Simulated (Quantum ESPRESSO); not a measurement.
# How the smearing moves the magnetism of MnHg

How much do the magnetic results of MnHg hang on the smearing?

Method: PBE; plane waves with GBRV 1.5 PBE potentials, no spin-orbit coupling (settings of the first rung), in Quantum ESPRESSO 7.5.

This is a report of a sequence of runs, with most program output left out.

## (1) The structure

It takes space group Pm-3m (No. 221, cubic). The conventional cell has a = 3.315 Å, b = 3.315 Å, c = 3.315 Å, α = 90.00°, β = 90.00°, γ = 90.00°. Nearest to Mn lie 8 Hg at 2.87 Å. Nearest to Hg lie 8 Mn at 2.87 Å. Farther neighbours are not listed.

The cell comes from the Crystallography Open Database.

## (2) Rung 1, start ferro +

File pw.in:

```
&CONTROL
  calculation = 'scf'
  prefix = 'pwscf'
  outdir = './tmp'
  pseudo_dir = './pseudo'
  disk_io = 'nowf'
/
&SYSTEM
  ibrav = 0
  nat = 2
  ntyp = 2
  ecutwfc = 40
  ecutrho = 280
  nbnd = 22
  occupations = 'smearing'
  smearing = 'fd'
  degauss = 0.02204959
  nspin = 2
  starting_magnetization(1) = 0.2333
  starting_magnetization(2) = 0
/
&ELECTRONS
  conv_thr = 4d-09
  electron_maxstep = 150
  mixing_beta = 0.3
  diagonalization = 'paro'
/
ATOMIC_SPECIES
Mn     54.9380 mn_pbe_v1.5.uspp.F.UPF
Hg    200.5920 hg_pbe_v1.uspp.F.UPF
CELL_PARAMETERS angstrom
   3.3150000000    0.0000000000    0.0000000000
   0.0000000000    3.3150000000    0.0000000000
   0.0000000000    0.0000000000    3.3150000000
ATOMIC_POSITIONS crystal
Mn      0.5000000000    0.5000000000    0.5000000000
Hg      0.0000000000    0.0000000000    0.0000000000
K_POINTS automatic
8 8 8 0 0 0
```

Launch:

```
OMP_NUM_THREADS=1 mpirun -n 2 pw.x -nk 2 -in pw.in > pw.out
```

It took 14 s on 2 MPI ranks of Intel Xeon Platinum 8559C (Emerald Rapids), shared host; peak memory 0.21 GiB.

Spin moment in the atom's sphere by atom:

```csv
atom,spin moment in the atom's sphere (μB)
Mn1,3.75
Hg2,-0.02
```

Numbers from this step:

```
magnetization : 3.793 μB
final state   : ferromagnetic
```

## (3) Rung 1, start antiferro q=(0,1/2,1/2) +-

The wavevector q is in fractions of the reciprocal vectors of the crystal's primitive cell, as the cells of these inputs are built from it; moments change sign between cells as cos(2π q·R).

File pw.in:

```
&CONTROL
  calculation = 'scf'
  prefix = 'pwscf'
  outdir = './tmp'
  pseudo_dir = './pseudo'
  disk_io = 'nowf'
/
&SYSTEM
  ibrav = 0
  nat = 4
  ntyp = 3
  ecutwfc = 40
  ecutrho = 280
  nbnd = 36
  occupations = 'smearing'
  smearing = 'fd'
  degauss = 0.02204959
  nspin = 2
  starting_magnetization(1) = 0.2333
  starting_magnetization(2) = -0.2333
  starting_magnetization(3) = 0
/
&ELECTRONS
  conv_thr = 8d-09
  electron_maxstep = 150
  mixing_beta = 0.3
  diagonalization = 'paro'
/
ATOMIC_SPECIES
Mn1    54.9380 mn_pbe_v1.5.uspp.F.UPF
Mn2    54.9380 mn_pbe_v1.5.uspp.F.UPF
Hg    200.5920 hg_pbe_v1.uspp.F.UPF
CELL_PARAMETERS angstrom
   3.3150000000    0.0000000000    0.0000000000
   0.0000000000    6.6300000000    0.0000000000
   0.0000000000    3.3150000000    3.3150000000
ATOMIC_POSITIONS crystal
Mn1     0.5000000000    0.0000000000    0.5000000000
Mn2     0.5000000000    0.5000000000    0.5000000000
Hg      0.0000000000    0.0000000000    0.0000000000
Hg      0.0000000000    0.5000000000    0.0000000000
K_POINTS automatic
8 4 8 0 0 0
```

The job ended after 96 s (2 MPI ranks; peak memory 0.39 GiB; 3.2 min of CPU time).

Spin moment in the atom's sphere by atom:

```csv
atom,spin moment in the atom's sphere (μB)
Mn1,3.76
Mn2,-3.76
Hg3,0.00
Hg4,0.00
```

This step gave:

- magnetization: 0 μB
- final state: antiferromagnetic

## (4) Rung 2, start ferro +

File pw.in:

```
&CONTROL
  calculation = 'scf'
  prefix = 'pwscf'
  outdir = './tmp'
  pseudo_dir = './pseudo'
  disk_io = 'nowf'
/
&SYSTEM
  ibrav = 0
  nat = 2
  ntyp = 2
  ecutwfc = 40
  ecutrho = 280
  nbnd = 22
  occupations = 'smearing'
  smearing = 'fd'
  degauss = 0.00734986
  nspin = 2
  starting_magnetization(1) = 0.2333
  starting_magnetization(2) = 0
/
&ELECTRONS
  conv_thr = 4d-09
  electron_maxstep = 150
  mixing_beta = 0.3
  diagonalization = 'paro'
/
ATOMIC_SPECIES
Mn     54.9380 mn_pbe_v1.5.uspp.F.UPF
Hg    200.5920 hg_pbe_v1.uspp.F.UPF
CELL_PARAMETERS angstrom
   3.3150000000    0.0000000000    0.0000000000
   0.0000000000    3.3150000000    0.0000000000
   0.0000000000    0.0000000000    3.3150000000
ATOMIC_POSITIONS crystal
Mn      0.5000000000    0.5000000000    0.5000000000
Hg      0.0000000000    0.0000000000    0.0000000000
K_POINTS automatic
8 8 8 0 0 0
```

Elapsed: 16 s, on 2 MPI ranks; peak memory 0.21 GiB; 31 s of CPU time.

Read from the output:

* magnetization: 3.914 μB
* final state: ferromagnetic
* largest moment: 3.883 μB

## (5) Rung 2, start antiferro q=(0,1/2,1/2) +-

File pw.in:

```
&CONTROL
  calculation = 'scf'
  prefix = 'pwscf'
  outdir = './tmp'
  pseudo_dir = './pseudo'
  disk_io = 'nowf'
/
&SYSTEM
  ibrav = 0
  nat = 4
  ntyp = 3
  ecutwfc = 40
  ecutrho = 280
  nbnd = 36
  occupations = 'smearing'
  smearing = 'fd'
  degauss = 0.00734986
  nspin = 2
  starting_magnetization(1) = 0.2333
  starting_magnetization(2) = -0.2333
  starting_magnetization(3) = 0
/
&ELECTRONS
  conv_thr = 8d-09
  electron_maxstep = 150
  mixing_beta = 0.3
  diagonalization = 'paro'
/
ATOMIC_SPECIES
Mn1    54.9380 mn_pbe_v1.5.uspp.F.UPF
Mn2    54.9380 mn_pbe_v1.5.uspp.F.UPF
Hg    200.5920 hg_pbe_v1.uspp.F.UPF
CELL_PARAMETERS angstrom
   3.3150000000    0.0000000000    0.0000000000
   0.0000000000    6.6300000000    0.0000000000
   0.0000000000    3.3150000000    3.3150000000
ATOMIC_POSITIONS crystal
Mn1     0.5000000000    0.0000000000    0.5000000000
Mn2     0.5000000000    0.5000000000    0.5000000000
Hg      0.0000000000    0.0000000000    0.0000000000
Hg      0.0000000000    0.5000000000    0.0000000000
K_POINTS automatic
8 4 8 0 0 0
```

The job ended after 1.7 min (2 MPI ranks; peak memory 0.39 GiB; 3.4 min of CPU time).

Read from the output:

```yaml
magnetization: 0 μB
final_state: antiferromagnetic
largest_moment: 3.884 μB
```

## (6) Rung 3, start ferro +

File pw.in:

```
&CONTROL
  calculation = 'scf'
  prefix = 'pwscf'
  outdir = './tmp'
  pseudo_dir = './pseudo'
  disk_io = 'nowf'
/
&SYSTEM
  ibrav = 0
  nat = 2
  ntyp = 2
  ecutwfc = 40
  ecutrho = 280
  nbnd = 22
  occupations = 'smearing'
  smearing = 'fd'
  degauss = 0.00183747
  nspin = 2
  starting_magnetization(1) = 0.2333
  starting_magnetization(2) = 0
/
&ELECTRONS
  conv_thr = 4d-09
  electron_maxstep = 150
  mixing_beta = 0.3
  diagonalization = 'paro'
/
ATOMIC_SPECIES
Mn     54.9380 mn_pbe_v1.5.uspp.F.UPF
Hg    200.5920 hg_pbe_v1.uspp.F.UPF
CELL_PARAMETERS angstrom
   3.3150000000    0.0000000000    0.0000000000
   0.0000000000    3.3150000000    0.0000000000
   0.0000000000    0.0000000000    3.3150000000
ATOMIC_POSITIONS crystal
Mn      0.5000000000    0.5000000000    0.5000000000
Hg      0.0000000000    0.0000000000    0.0000000000
K_POINTS automatic
8 8 8 0 0 0
```

Elapsed: 15 s, on 2 MPI ranks; peak memory 0.21 GiB; 29 s of CPU time.

Numbers from this step:

| Quantity | Value |
| --- | --- |
| magnetization | 3.91 μB |
| final state | ferromagnetic |
| largest moment | 3.894 μB |

## (7) Rung 3, start antiferro q=(0,1/2,1/2) +-

File pw.in:

```
&CONTROL
  calculation = 'scf'
  prefix = 'pwscf'
  outdir = './tmp'
  pseudo_dir = './pseudo'
  disk_io = 'nowf'
/
&SYSTEM
  ibrav = 0
  nat = 4
  ntyp = 3
  ecutwfc = 40
  ecutrho = 280
  nbnd = 36
  occupations = 'smearing'
  smearing = 'fd'
  degauss = 0.00183747
  nspin = 2
  starting_magnetization(1) = 0.2333
  starting_magnetization(2) = -0.2333
  starting_magnetization(3) = 0
/
&ELECTRONS
  conv_thr = 8d-09
  electron_maxstep = 150
  mixing_beta = 0.3
  diagonalization = 'paro'
/
ATOMIC_SPECIES
Mn1    54.9380 mn_pbe_v1.5.uspp.F.UPF
Mn2    54.9380 mn_pbe_v1.5.uspp.F.UPF
Hg    200.5920 hg_pbe_v1.uspp.F.UPF
CELL_PARAMETERS angstrom
   3.3150000000    0.0000000000    0.0000000000
   0.0000000000    6.6300000000    0.0000000000
   0.0000000000    3.3150000000    3.3150000000
ATOMIC_POSITIONS crystal
Mn1     0.5000000000    0.0000000000    0.5000000000
Mn2     0.5000000000    0.5000000000    0.5000000000
Hg      0.0000000000    0.0000000000    0.0000000000
Hg      0.0000000000    0.5000000000    0.0000000000
K_POINTS automatic
8 4 8 0 0 0
```

Run time: 97 s. Hardware: 2 MPI ranks; peak memory 0.39 GiB.

Read from the output:

```yaml
magnetization: 0 μB
final_state: antiferromagnetic
largest_moment: 3.892 μB
```

## (8) Rung 4, start ferro +

File pw.in:

```
&CONTROL
  calculation = 'scf'
  prefix = 'pwscf'
  outdir = './tmp'
  pseudo_dir = './pseudo'
  disk_io = 'nowf'
/
&SYSTEM
  ibrav = 0
  nat = 2
  ntyp = 2
  ecutwfc = 40
  ecutrho = 280
  nbnd = 22
  occupations = 'smearing'
  smearing = 'gaussian'
  degauss = 0.00999582
  nspin = 2
  starting_magnetization(1) = 0.2333
  starting_magnetization(2) = 0
/
&ELECTRONS
  conv_thr = 4d-09
  electron_maxstep = 150
  mixing_beta = 0.3
  diagonalization = 'paro'
/
ATOMIC_SPECIES
Mn     54.9380 mn_pbe_v1.5.uspp.F.UPF
Hg    200.5920 hg_pbe_v1.uspp.F.UPF
CELL_PARAMETERS angstrom
   3.3150000000    0.0000000000    0.0000000000
   0.0000000000    3.3150000000    0.0000000000
   0.0000000000    0.0000000000    3.3150000000
ATOMIC_POSITIONS crystal
Mn      0.5000000000    0.5000000000    0.5000000000
Hg      0.0000000000    0.0000000000    0.0000000000
K_POINTS automatic
8 8 8 0 0 0
```

It took 14 s on 2 MPI ranks; peak memory 0.21 GiB; 28 s of CPU time.

Read from the output:

```
magnetization  : 3.918 μB
final state    : ferromagnetic
largest moment : 3.895 μB
```

## (9) Rung 4, start antiferro q=(0,1/2,1/2) +-

File pw.in:

```
&CONTROL
  calculation = 'scf'
  prefix = 'pwscf'
  outdir = './tmp'
  pseudo_dir = './pseudo'
  disk_io = 'nowf'
/
&SYSTEM
  ibrav = 0
  nat = 4
  ntyp = 3
  ecutwfc = 40
  ecutrho = 280
  nbnd = 36
  occupations = 'smearing'
  smearing = 'gaussian'
  degauss = 0.00999582
  nspin = 2
  starting_magnetization(1) = 0.2333
  starting_magnetization(2) = -0.2333
  starting_magnetization(3) = 0
/
&ELECTRONS
  conv_thr = 8d-09
  electron_maxstep = 150
  mixing_beta = 0.3
  diagonalization = 'paro'
/
ATOMIC_SPECIES
Mn1    54.9380 mn_pbe_v1.5.uspp.F.UPF
Mn2    54.9380 mn_pbe_v1.5.uspp.F.UPF
Hg    200.5920 hg_pbe_v1.uspp.F.UPF
CELL_PARAMETERS angstrom
   3.3150000000    0.0000000000    0.0000000000
   0.0000000000    6.6300000000    0.0000000000
   0.0000000000    3.3150000000    3.3150000000
ATOMIC_POSITIONS crystal
Mn1     0.5000000000    0.0000000000    0.5000000000
Mn2     0.5000000000    0.5000000000    0.5000000000
Hg      0.0000000000    0.0000000000    0.0000000000
Hg      0.0000000000    0.5000000000    0.0000000000
K_POINTS automatic
8 4 8 0 0 0
```

Wall time 1.7 min (2 MPI ranks); peak memory 0.39 GiB; 3.3 min of CPU time.

This step gave:

```
magnetization  : 0 μB
final state    : antiferromagnetic
largest moment : 3.890 μB
```

## (10) Rung 5, start ferro +

File pw.in:

```
&CONTROL
  calculation = 'scf'
  prefix = 'pwscf'
  outdir = './tmp'
  pseudo_dir = './pseudo'
  disk_io = 'nowf'
/
&SYSTEM
  ibrav = 0
  nat = 2
  ntyp = 2
  ecutwfc = 40
  ecutrho = 280
  nbnd = 22
  occupations = 'smearing'
  smearing = 'mp'
  degauss = 0.01469973
  nspin = 2
  starting_magnetization(1) = 0.2333
  starting_magnetization(2) = 0
/
&ELECTRONS
  conv_thr = 4d-09
  electron_maxstep = 150
  mixing_beta = 0.3
  diagonalization = 'paro'
/
ATOMIC_SPECIES
Mn     54.9380 mn_pbe_v1.5.uspp.F.UPF
Hg    200.5920 hg_pbe_v1.uspp.F.UPF
CELL_PARAMETERS angstrom
   3.3150000000    0.0000000000    0.0000000000
   0.0000000000    3.3150000000    0.0000000000
   0.0000000000    0.0000000000    3.3150000000
ATOMIC_POSITIONS crystal
Mn      0.5000000000    0.5000000000    0.5000000000
Hg      0.0000000000    0.0000000000    0.0000000000
K_POINTS automatic
8 8 8 0 0 0
```

The job ended after 14 s (2 MPI ranks; peak memory 0.21 GiB).

Numbers from this step:

```
magnetization  : 3.922 μB
final state    : ferromagnetic
largest moment : 3.900 μB
```

## (11) Rung 5, start antiferro q=(0,1/2,1/2) +-

File pw.in:

```
&CONTROL
  calculation = 'scf'
  prefix = 'pwscf'
  outdir = './tmp'
  pseudo_dir = './pseudo'
  disk_io = 'nowf'
/
&SYSTEM
  ibrav = 0
  nat = 4
  ntyp = 3
  ecutwfc = 40
  ecutrho = 280
  nbnd = 36
  occupations = 'smearing'
  smearing = 'mp'
  degauss = 0.01469973
  nspin = 2
  starting_magnetization(1) = 0.2333
  starting_magnetization(2) = -0.2333
  starting_magnetization(3) = 0
/
&ELECTRONS
  conv_thr = 8d-09
  electron_maxstep = 150
  mixing_beta = 0.3
  diagonalization = 'paro'
/
ATOMIC_SPECIES
Mn1    54.9380 mn_pbe_v1.5.uspp.F.UPF
Mn2    54.9380 mn_pbe_v1.5.uspp.F.UPF
Hg    200.5920 hg_pbe_v1.uspp.F.UPF
CELL_PARAMETERS angstrom
   3.3150000000    0.0000000000    0.0000000000
   0.0000000000    6.6300000000    0.0000000000
   0.0000000000    3.3150000000    3.3150000000
ATOMIC_POSITIONS crystal
Mn1     0.5000000000    0.0000000000    0.5000000000
Mn2     0.5000000000    0.5000000000    0.5000000000
Hg      0.0000000000    0.0000000000    0.0000000000
Hg      0.0000000000    0.5000000000    0.0000000000
K_POINTS automatic
8 4 8 0 0 0
```

The job ended after 99 s (2 MPI ranks; peak memory 0.39 GiB; 3.3 min of CPU time).

Numbers from this step:

```yaml
magnetization: 0 μB
final_state: antiferromagnetic
largest_moment: 3.891 μB
```

## (12) Rung 6, start ferro +

File pw.in:

```
&CONTROL
  calculation = 'scf'
  prefix = 'pwscf'
  outdir = './tmp'
  pseudo_dir = './pseudo'
  disk_io = 'nowf'
/
&SYSTEM
  ibrav = 0
  nat = 2
  ntyp = 2
  ecutwfc = 40
  ecutrho = 280
  nbnd = 22
  occupations = 'smearing'
  smearing = 'mv'
  degauss = 0.01469973
  nspin = 2
  starting_magnetization(1) = 0.2333
  starting_magnetization(2) = 0
/
&ELECTRONS
  conv_thr = 4d-09
  electron_maxstep = 150
  mixing_beta = 0.3
  diagonalization = 'paro'
/
ATOMIC_SPECIES
Mn     54.9380 mn_pbe_v1.5.uspp.F.UPF
Hg    200.5920 hg_pbe_v1.uspp.F.UPF
CELL_PARAMETERS angstrom
   3.3150000000    0.0000000000    0.0000000000
   0.0000000000    3.3150000000    0.0000000000
   0.0000000000    0.0000000000    3.3150000000
ATOMIC_POSITIONS crystal
Mn      0.5000000000    0.5000000000    0.5000000000
Hg      0.0000000000    0.0000000000    0.0000000000
K_POINTS automatic
8 8 8 0 0 0
```

Run time: 15 s. Hardware: 2 MPI ranks; peak memory 0.21 GiB.

This step gave:

* magnetization: 3.93 μB
* final state: ferromagnetic
* largest moment: 3.901 μB

## (13) Rung 6, start antiferro q=(0,1/2,1/2) +-

File pw.in:

```
&CONTROL
  calculation = 'scf'
  prefix = 'pwscf'
  outdir = './tmp'
  pseudo_dir = './pseudo'
  disk_io = 'nowf'
/
&SYSTEM
  ibrav = 0
  nat = 4
  ntyp = 3
  ecutwfc = 40
  ecutrho = 280
  nbnd = 36
  occupations = 'smearing'
  smearing = 'mv'
  degauss = 0.01469973
  nspin = 2
  starting_magnetization(1) = 0.2333
  starting_magnetization(2) = -0.2333
  starting_magnetization(3) = 0
/
&ELECTRONS
  conv_thr = 8d-09
  electron_maxstep = 150
  mixing_beta = 0.3
  diagonalization = 'paro'
/
ATOMIC_SPECIES
Mn1    54.9380 mn_pbe_v1.5.uspp.F.UPF
Mn2    54.9380 mn_pbe_v1.5.uspp.F.UPF
Hg    200.5920 hg_pbe_v1.uspp.F.UPF
CELL_PARAMETERS angstrom
   3.3150000000    0.0000000000    0.0000000000
   0.0000000000    6.6300000000    0.0000000000
   0.0000000000    3.3150000000    3.3150000000
ATOMIC_POSITIONS crystal
Mn1     0.5000000000    0.0000000000    0.5000000000
Mn2     0.5000000000    0.5000000000    0.5000000000
Hg      0.0000000000    0.0000000000    0.0000000000
Hg      0.0000000000    0.5000000000    0.0000000000
K_POINTS automatic
8 4 8 0 0 0
```

It took 99 s on 2 MPI ranks; peak memory 0.38 GiB; 3.3 min of CPU time.

This step gave:

```yaml
magnetization: 0 μB
final_state: antiferromagnetic
largest_moment: 3.890 μB
```

## (14) Side by side

Ladder, by row:

```csv
rung,smearing (eV),state from the first start,state from the second start,second less first (meV a seeded atom),"moment, first (μB)","moment, second (μB)",CPU time (s)
1,fermi-dirac 0.3,ferromagnetic,antiferromagnetic,43.88,3.749,3.761,220.3
2,fermi-dirac 0.1,ferromagnetic,antiferromagnetic,61.12,3.883,3.884,231.8
3,fermi-dirac 0.025,ferromagnetic,antiferromagnetic,66.11,3.894,3.892,222.2
4,gaussian 0.136,ferromagnetic,antiferromagnetic,63.83,3.895,3.89,227.2
5,methfessel-paxton 0.2,ferromagnetic,antiferromagnetic,64.49,3.9,3.891,224.8
6,cold 0.2,ferromagnetic,antiferromagnetic,65.14,3.901,3.89,227.6
```

## (15) What came out

| Property | Result |
| --- | --- |
| range of the largest moment, first start | 3.75 to 3.90 μB; second start 3.76 to 3.89 μB |
| range of CPU time | 3.7 min to 3.9 min |
| range of the energy difference | 43.9 to 66.1 meV a seeded atom |

Between the smearings the moment of the first start moves by 0.15 μB and the difference by 22 meV; all share one mesh, which a narrow width needs finer.

[Logs and program files are shortened in this print: banners, set-up blocks, solver, clock and traceback lines can be left out without a mark of their own.]

[Logs are printed without paths, hosts, clocks, repeated set-up lines and the standing remarks that a program may print on its own settings, such as how far it seeks lower states.]

[Hosts, paths, dates, database ids (printed as entryN), source tags and the programs' standing remarks are cut or masked in the printed files.]

[Where a cell is said to come from a database of computed structures, the database is the Materials Project.]
